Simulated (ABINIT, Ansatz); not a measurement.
# GaH3 (Pm-3m): zone-centre phonons, part 2 of 4

Which modes does GaH3 (Pm-3m) have at the zone centre?

ABINIT 10.8.3; DFT LDA, scalar-relativistic, plane waves, HGH norm-conserving pseudopotentials.

So far. Step 2 (Relaxing the cell and atoms): The volume changes by -5.0 % from the cell with which this run began. Step 3 (Ground state): The cell stands at -0.72 GPa: the relaxation ran with a smoothed and higher cutoff and on another k mesh. The relaxed cell has a = 3.378 Å (conventional setting).

The structure was built from a prototype and need not be the compound's stable phase.

## Step 4: Linear response at Γ

At q = 0 one unit cell holds all displacements. The response is solved for single atoms along the cell's directions, and symmetry skips those that follow from others. The crystal is treated as a metal, which screens a static field, so no field response is asked.

Input file dfpt_gamma.abi:

```

# common to the responses
getwfk_filepath "gso_WFK"
kptopt 2
nqpt 1
qpt 0.0 0.0 0.0
asr 0
chneut 0

# displacements
rfphon 1
rfatpol 1 4
rfdir 1 1 1
tolvrs 1.0d-10
prtwf 0

# basis, mesh and filling
ecut 35.0
ixc 7
ngkpt 12 12 12
nshiftk 1
shiftk 0.0 0.0 0.0
istwfk *1
occopt 7
tsmear 0.01
nband 8
nstep 100
diemac 1000000.0
prtebands 0
prtgsr 0

# cell and atoms
acell 6.383928284 6.383928284 6.383928284
rprim 
    1.0 0.0 0.0
    0.0 1.0 0.0
    0.0 0.0 1.0
ntypat 2
znucl 31 1
natom 4
typat 1 2 2 2
xred 
    0.0 0.0 0.0
    0.5 0.0 0.0
    0.0 0.5 0.0
    0.0 0.0 0.5
pp_dirpath "./pseudo"
pseudos "Ga.hgh, H.hgh"
```

The run is started by

```sh
OMP_NUM_THREADS=1 mpirun -n 2 abinit dfpt_gamma.abi > dfpt_gamma.log
```

Numbers of over 12 decimals in the logs are rounded to 6 here.

dfpt_gamma.abo, the main output file:

```text
[banners, grids, parts of the stress and lines that vanish by symmetry left out]
- input  file    -> dfpt_gamma.abi
- output file    -> dfpt_gamma.abo
- root for input  files -> dfpt_gammai
- root for output files -> dfpt_gammao

 Symmetries : space group Pm -3 m (#221); Bravais cP (primitive cubic)
================================================================================
 Values of the parameters that define the memory need of the present run (RF).
     intxc =       0      iscf =       7    lmnmax =       6     lnmax =       6
     mgfft =      36  mpssoang =       3    mqgrid =    3001     natom =       4
  nloc_mem =       1    nspden =       1   nspinor =       1    nsppol =       1
      nsym =      48    n1xccc =       0    ntypat =       2    occopt =       7
   xclevel =       1
-    mband =           8        mffmem =           1         mkmem =         434
-   mkqmem =         434        mk1mem =         434           mpw =        2612
      nfft =       46656          nkpt =         868
- my_mband =           8
================================================================================
================================================================================

--------------------------------------------------------------------------------
------------- Echo of variables that govern the present computation ------------
--------------------------------------------------------------------------------
-
- outvars: echo of selected default values
-   iomode0 =  0 , fftalg0 =312 , wfoptalg0 =  0
-
- outvars: echo of global parameters not present in the input file
-  max_nthreads =    1
-
 -outvars: echo values of preprocessed input variables
 [... echo left out ...]
================================================================================

 chkinp: Checking input parameters for consistency.

[...]
== DATASET  1 ==================================================================
-   mpi_nproc: 2, omp_nthreads: 1 (-1 if OMP is not activated)

--- !DatasetInfo
iteration_state: {dtset: 1, }
dimensions: {natom: 4, nkpt: 868, mband: 8, nsppol: 1, nspinor: 1, nspden: 1, mpw: 2612, }
cutoff_energies: {ecut:  35.0, pawecutdg:  -1.0, }
electrons: {nelect:   6.00000000E+00, charge:   0.00000000E+00, occopt:   7.00000000E+00, tsmear:   1.00000000E-02, }
meta: {optdriver: 1, rfphon: 1, }
...

 mkfilename: getwfk from: gso_WFK

 Exchange-correlation functional for the present dataset will be:
  LDA: Perdew-Wang 92 LSD fit to Ceperley-Alder data - ixc=7
 Citation for XC functional:
  J.P.Perdew and Y.Wang, PRB 45, 13244 (1992)

 Real(R)+Recip(G) space primitive vectors, cartesian coordinates (Bohr,Bohr^-1):
 R(1)=  6.3839283  0.0000000  0.0000000  G(1)=  0.1566434  0.0000000  0.0000000
 R(2)=  0.0000000  6.3839283  0.0000000  G(2)=  0.0000000  0.1566434  0.0000000
 R(3)=  0.0000000  0.0000000  6.3839283  G(3)=  0.0000000  0.0000000  0.1566434
 Unit cell volume ucvol=  2.6017406E+02 bohr^3
 Angles (23,13,12)=  9.00000000E+01  9.00000000E+01  9.00000000E+01 degrees
 setup1 : take into account q-point for computing boxcut.

 getcut: wavevector=  0.0000  0.0000  0.0000  ngfft=  36  36  36
         ecut(hartree)=     35.000   => boxcut(ratio)=   2.11746

--- Pseudopotential description ------------------------------------------------
- pspini: atom type   1  psp file is ./pseudo/Ga.hgh

- pspini: atom type   2  psp file is ./pseudo/H.hgh

   3.54439632E+01                                ecore*ucvol(ha*bohr**3)
--------------------------------------------------------------------------------

 ==>  initialize data related to q vector <==

 The list of irreducible perturbations for this q vector is:
    1)    idir= 1    ipert=   1
    2)    idir= 1    ipert=   2
    3)    idir= 2    ipert=   2

[...]
The perturbation idir=   2  ipert=   1 is
 symmetric of a previously calculated perturbation.
 So, its SCF calculation is not needed.

 The perturbation idir=   3  ipert=   1 is
 symmetric of a previously calculated perturbation.
 So, its SCF calculation is not needed.

 The perturbation idir=   3  ipert=   2 is
 symmetric of a previously calculated perturbation.
 So, its SCF calculation is not needed.

 The perturbation idir=   1  ipert=   3 is
 symmetric of a previously calculated perturbation.
 So, its SCF calculation is not needed.

[...]
The perturbation idir=   2  ipert=   4 is
 symmetric of a previously calculated perturbation.
 So, its SCF calculation is not needed.

 The perturbation idir=   3  ipert=   4 is
 symmetric of a previously calculated perturbation.
 So, its SCF calculation is not needed.

--------------------------------------------------------------------------------
 Perturbation wavevector (in red.coord.)   0.000000  0.000000  0.000000
 Perturbation : displacement of atom   1   along direction   1
 Found     8 symmetries that leave the perturbation invariant.

[...]
dfpt_looppert : total number of electrons, from k and k+q
  fully or partially occupied states are    6.000000E+00 and    6.000000E+00.
 Initialisation of the first-order wave-functions :
  ireadwf=   0

--- !BeginCycle
iteration_state: {dtset: 1, }
solver: {iscf: 7, nstep: 100, nline: 4, wfoptalg: 0, }
tolerances: {tolvrs: 1.00E-10, }
...

     iter   2DEtotal(Ha)        deltaE(Ha) residm    vres2
-ETOT  1   4.588680     -2.780E+01 3.605E-01 1.115E+04
 ETOT  2   1.659186     -2.929E+00 2.451E-03 1.936E+02
 ETOT  3   1.629116     -3.007E-02 4.316E-05 9.671E+00
 ETOT  4   1.628016     -1.100E-03 6.201E-06 1.287E-01
 ETOT  5   1.628007     -8.846E-06 1.636E-07 3.273E-04
[...]
At SCF step    8       vres2   =  1.64E-11 < tolvrs=  1.00E-10 =>converged.
[...]
Mean square residual over all n,k,spin=   73.438E-17; max=  63.255E-16

 Thirteen components of 2nd-order total energy (hartree) are
 1,2,3: 0th-order hamiltonian combined with 1st-order wavefunctions
     kin0=   2.93629177E+01 eigvalue=   2.08749070E+00  local=  -1.40497305E+01
 4,5,6: 1st-order hamiltonian combined with 1st and 0th-order wfs
 loc psp =  -1.39574523E+01  Hartree=   5.58095181E+00     xc=  -3.10363627E+00
 note that "loc psp" includes a xc core correction that could be resolved
 7,8,9: eventually, occupation + non-local contributions
    edocc=   3.65353856E+00     enl0=   7.22983360E+00   enl1=  -4.75652788E+01
 1-9 gives the relaxation energy (to be shifted if some occ is /=2.0)
   erelax=  -3.07613655E+01
 10,11,12 Non-relaxation  contributions : frozen-wavefunctions and Ewald
 fr.local=  -3.04780070E+00 fr.nonlo=   2.95318576E+01  Ewald=   5.90531569E+00
 13,14 Frozen wf xc core corrections (1) and (2)
 frxc 1  =   0.00000000E+00  frxc 2 =   0.00000000E+00
 Resulting in :
 2DEtotal=    0.1628007075E+01 Ha. Also 2DEtotal=    0.443003293356E+02 eV
    (2DErelax=   -3.0761365504E+01 Ha. 2DEnonrelax=    3.2389372580E+01 Ha)
    (  non-var. 2DEtotal :    1.6280070235E+00 Ha)

[...]
Perturbation wavevector (in red.coord.)   0.000000  0.000000  0.000000
 Perturbation : displacement of atom   2   along direction   1
 Found     8 symmetries that leave the perturbation invariant.

[...]
dfpt_looppert : total number of electrons, from k and k+q
  fully or partially occupied states are    6.000000E+00 and    6.000000E+00.
 Initialisation of the first-order wave-functions :
  ireadwf=   0

--- !BeginCycle
iteration_state: {dtset: 1, }
solver: {iscf: 7, nstep: 100, nline: 4, wfoptalg: 0, }
tolerances: {tolvrs: 1.00E-10, }
...

     iter   2DEtotal(Ha)        deltaE(Ha) residm    vres2
-ETOT  1   8.616597     -4.579E+01 4.119E-01 1.487E+04
[...]
At SCF step    8       vres2   =  2.95E-11 < tolvrs=  1.00E-10 =>converged.
[...]
Mean square residual over all n,k,spin=   75.106E-17; max=  64.114E-16

 Thirteen components of 2nd-order total energy (hartree) are
 1,2,3: 0th-order hamiltonian combined with 1st-order wavefunctions
     kin0=   4.73234784E+01 eigvalue=   1.71074551E+00  local=  -1.20105274E+01
 4,5,6: 1st-order hamiltonian combined with 1st and 0th-order wfs
 loc psp =  -1.01053926E+02  Hartree=   1.26888985E+01     xc=  -6.75566352E+00
 note that "loc psp" includes a xc core correction that could be resolved
 7,8,9: eventually, occupation + non-local contributions
    edocc=   7.18673415E+00     enl0=   3.83297554E-01   enl1=   0.00000000E+00
 1-9 gives the relaxation energy (to be shifted if some occ is /=2.0)
   erelax=  -5.05269632E+01
 10,11,12 Non-relaxation  contributions : frozen-wavefunctions and Ewald
 fr.local=   3.56332442E+01 fr.nonlo=   0.00000000E+00  Ewald=   1.87749297E+01
 13,14 Frozen wf xc core corrections (1) and (2)
 frxc 1  =   0.00000000E+00  frxc 2 =   0.00000000E+00
 Resulting in :
 2DEtotal=    0.3881210668E+01 Ha. Also 2DEtotal=    0.105613122593E+03 eV
    (2DErelax=   -5.0526963199E+01 Ha. 2DEnonrelax=    5.4408173867E+01 Ha)
    (  non-var. 2DEtotal :    3.8812106912E+00 Ha)

[...]
Perturbation wavevector (in red.coord.)   0.000000  0.000000  0.000000
 Perturbation : displacement of atom   2   along direction   2
 Found     4 symmetries that leave the perturbation invariant.

--------------------------------------------------------------------------------

--------------------------------------------------------------------------------

 dfpt_looppert : total number of electrons, from k and k+q
  fully or partially occupied states are    6.000000E+00 and    6.000000E+00.
 Initialisation of the first-order wave-functions :
  ireadwf=   0

--- !BeginCycle
iteration_state: {dtset: 1, }
solver: {iscf: 7, nstep: 100, nline: 4, wfoptalg: 0, }
tolerances: {tolvrs: 1.00E-10, }
...

     iter   2DEtotal(Ha)        deltaE(Ha) residm    vres2
-ETOT  1   1.852483     -4.442E+01 5.367E-01 5.833E+03
[...]
ETOT  8  0.392033     -2.416E-13 9.772E-15 1.202E-10
 ETOT  9  0.392033     -1.450E-12 1.786E-16 2.802E-12

 At SCF step    9       vres2   =  2.80E-12 < tolvrs=  1.00E-10 =>converged.
[...]
Mean square residual over all n,k,spin=   78.671E-19; max=  17.862E-17

 Thirteen components of 2nd-order total energy (hartree) are
 1,2,3: 0th-order hamiltonian combined with 1st-order wavefunctions
     kin0=   4.81530504E+01 eigvalue=   1.88491158E+00  local=  -1.13998213E+01
 4,5,6: 1st-order hamiltonian combined with 1st and 0th-order wfs
 loc psp =  -9.17693114E+01  Hartree=   8.72139230E+00     xc=  -5.47109274E+00
 note that "loc psp" includes a xc core correction that could be resolved
 7,8,9: eventually, occupation + non-local contributions
    edocc=   3.91360673E+00     enl0=   8.26088243E-02   enl1=   0.00000000E+00
 1-9 gives the relaxation energy (to be shifted if some occ is /=2.0)
   erelax=  -4.58846557E+01
 10,11,12 Non-relaxation  contributions : frozen-wavefunctions and Ewald
 fr.local=   5.07430569E+01 fr.nonlo=   0.00000000E+00  Ewald=  -4.46636845E+00
 13,14 Frozen wf xc core corrections (1) and (2)
 frxc 1  =   0.00000000E+00  frxc 2 =   0.00000000E+00
 Resulting in :
 2DEtotal=    0.3920327213E+00 Ha. Also 2DEtotal=    0.106677537997E+02 eV
    (2DErelax=   -4.5884655719E+01 Ha. 2DEnonrelax=    4.6276688440E+01 Ha)
    (  non-var. 2DEtotal :    3.9203272701E-01 Ha)

[...]
---- first-order wavefunction calculations are completed ----

 ==> Compute Derivative Database <==

 [... matrices left out ...]
  Phonon wavevector (reduced coordinates) :  0.00000  0.00000  0.00000
 Phonon energies in Hartree :
   3.964479E-07  3.964524E-07  3.964662E-07  1.240635E-03  1.240635E-03
   1.240635E-03  2.162393E-03  2.162393E-03  2.162393E-03  7.510116E-03
   7.510116E-03  7.510116E-03
 Phonon frequencies in cm-1    :
-  8.701025E-02  8.701125E-02  8.701428E-02  2.722880E+02  2.722880E+02
-  2.722880E+02  4.745904E+02  4.745904E+02  4.745904E+02  1.648280E+03
-  1.648280E+03  1.648280E+03

== END DATASET(S) ==============================================================
================================================================================

 -outvars: echo values of variables after computation
            acell      6.3839282840E+00  6.3839282840E+00  6.3839282840E+00 Bohr
           etotal      3.9203272128E-01
            fcart      0.0000000000E+00  0.0000000000E+00  0.0000000000E+00
           strten      0.0000000000E+00  0.0000000000E+00  0.0000000000E+00
================================================================================
```

The job ended after 3.5 min (2 MPI ranks of Arm Neoverse N1, shared host).

Read from the output:

| Property | Result |
| --- | --- |
| largest acoustic frequency at the zone centre before the sum rule | 0.09 cm⁻¹ |
| highest optical zone-centre mode (no LO-TO term) | 1648 cm⁻¹ |
| lowest optical zone-centre mode | 272.3 cm⁻¹ |

The acoustic modes at Γ come out as far as 0.1 cm⁻¹ from zero, where they should vanish, a small numerical error.

(Part 2 of 4 ends here.)

[Host names and launcher messages were left out of these logs when they were recorded.]

[Logs are printed without paths, hosts, clocks, repeated set-up lines and the standing remarks that a program may print on its own settings, such as how far it seeks lower states.]

[Hosts, paths, dates, database ids (printed as entryN), source tags and the programs' standing remarks are cut or masked in the printed files.]
